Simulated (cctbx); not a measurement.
# Lattice, Laue class and space group of a new crystal

Cell: a = 7.5030 Å, b = 7.5030 Å, c = 7.5030 Å, α = 90.00°, β = 90.00°, γ = 90.00°. Expected content of the cell: Cd16 N12.

Simulated single-crystal data (cctbx): Mo Kα, λ = 0.71073 Å, to d = 0.75 Å, 50 % of the full sphere, strongest reflection 20000 counts, noise from counting, a 3 % proportional error and a noise floor of 15 counts (s.d.); no absorption.

Tests on the unmerged data give:

```text
2053 reflections to d = 0.750 A
centring   violations  <I/sigma> of those
    A        483 of  1023     11.6
    B        484 of  1007     11.8
    C        479 of  1038     11.4
    I          0 of   993     -0.1
    R        578 of  1393     10.3
    F        723 of  1534     11.6
Laue class    unique    Rint  (classes that these axes allow; Friedel mates merged)
I 1 2/m 1         519   0.023
I 1 1 2/m         521   0.022
I 2/m 1 1         520   0.023
I m m m           315   0.025
I 4/m             282   0.025
I 4/m m m         179   0.027
I m -3            111   0.029
I m -3 m           72   0.029
space group    extra absences  I>4sigma  <I/sigma>
I 4 3 2                 0          0         -  acentric
I 41 3 2                8          0       0.2  acentric
I -4 3 m                0          0         -  acentric
I -4 3 d              143          0       0.1  acentric
I m -3 m                0          0         -  centric
Wilson B = 1.63 A^2   <|E^2-1|> = 0.611 (0.968 centric, 0.736 acentric)   E^2>4: 0.0 %
shell (A)         n   <I/sigma>
 5.31 - 1.36     16     67.1
 1.36 - 1.08     12     58.3
 1.08 - 0.94     11     77.1
 0.94 - 0.86     13     57.3
 0.86 - 0.80      9     62.9
 0.80 - 0.75     11     62.4
```

Q: Read the symmetry from these tables.

The reflections that I centring forbids are absent (⟨I/σ⟩ near 0), so the lattice is I.

Rint stays low (0.022 to 0.029) up to I m -3 m, the highest class in these axes.

5 settings pass the absence test. The most absences obeyed, 143, belong to I -4 3 d alone.

⟨|E²−1|⟩ = 0.611 leans to a non-centrosymmetric structure, or to twinning, which lowers it. The Wilson B of 1.63 Å² means U ≈ 0.0206 Å².

The true group is I-43d (no. 220), Laue class m-3m, non-centrosymmetric. The tables fix it.

The model was made for the exercise: a known structure type with other elements put in, its volume estimated, not relaxed; displacement parameters are assumed.

[Logs are printed without paths, hosts, clocks, repeated set-up lines and the standing remarks that a program may print on its own settings, such as how far it seeks lower states.]
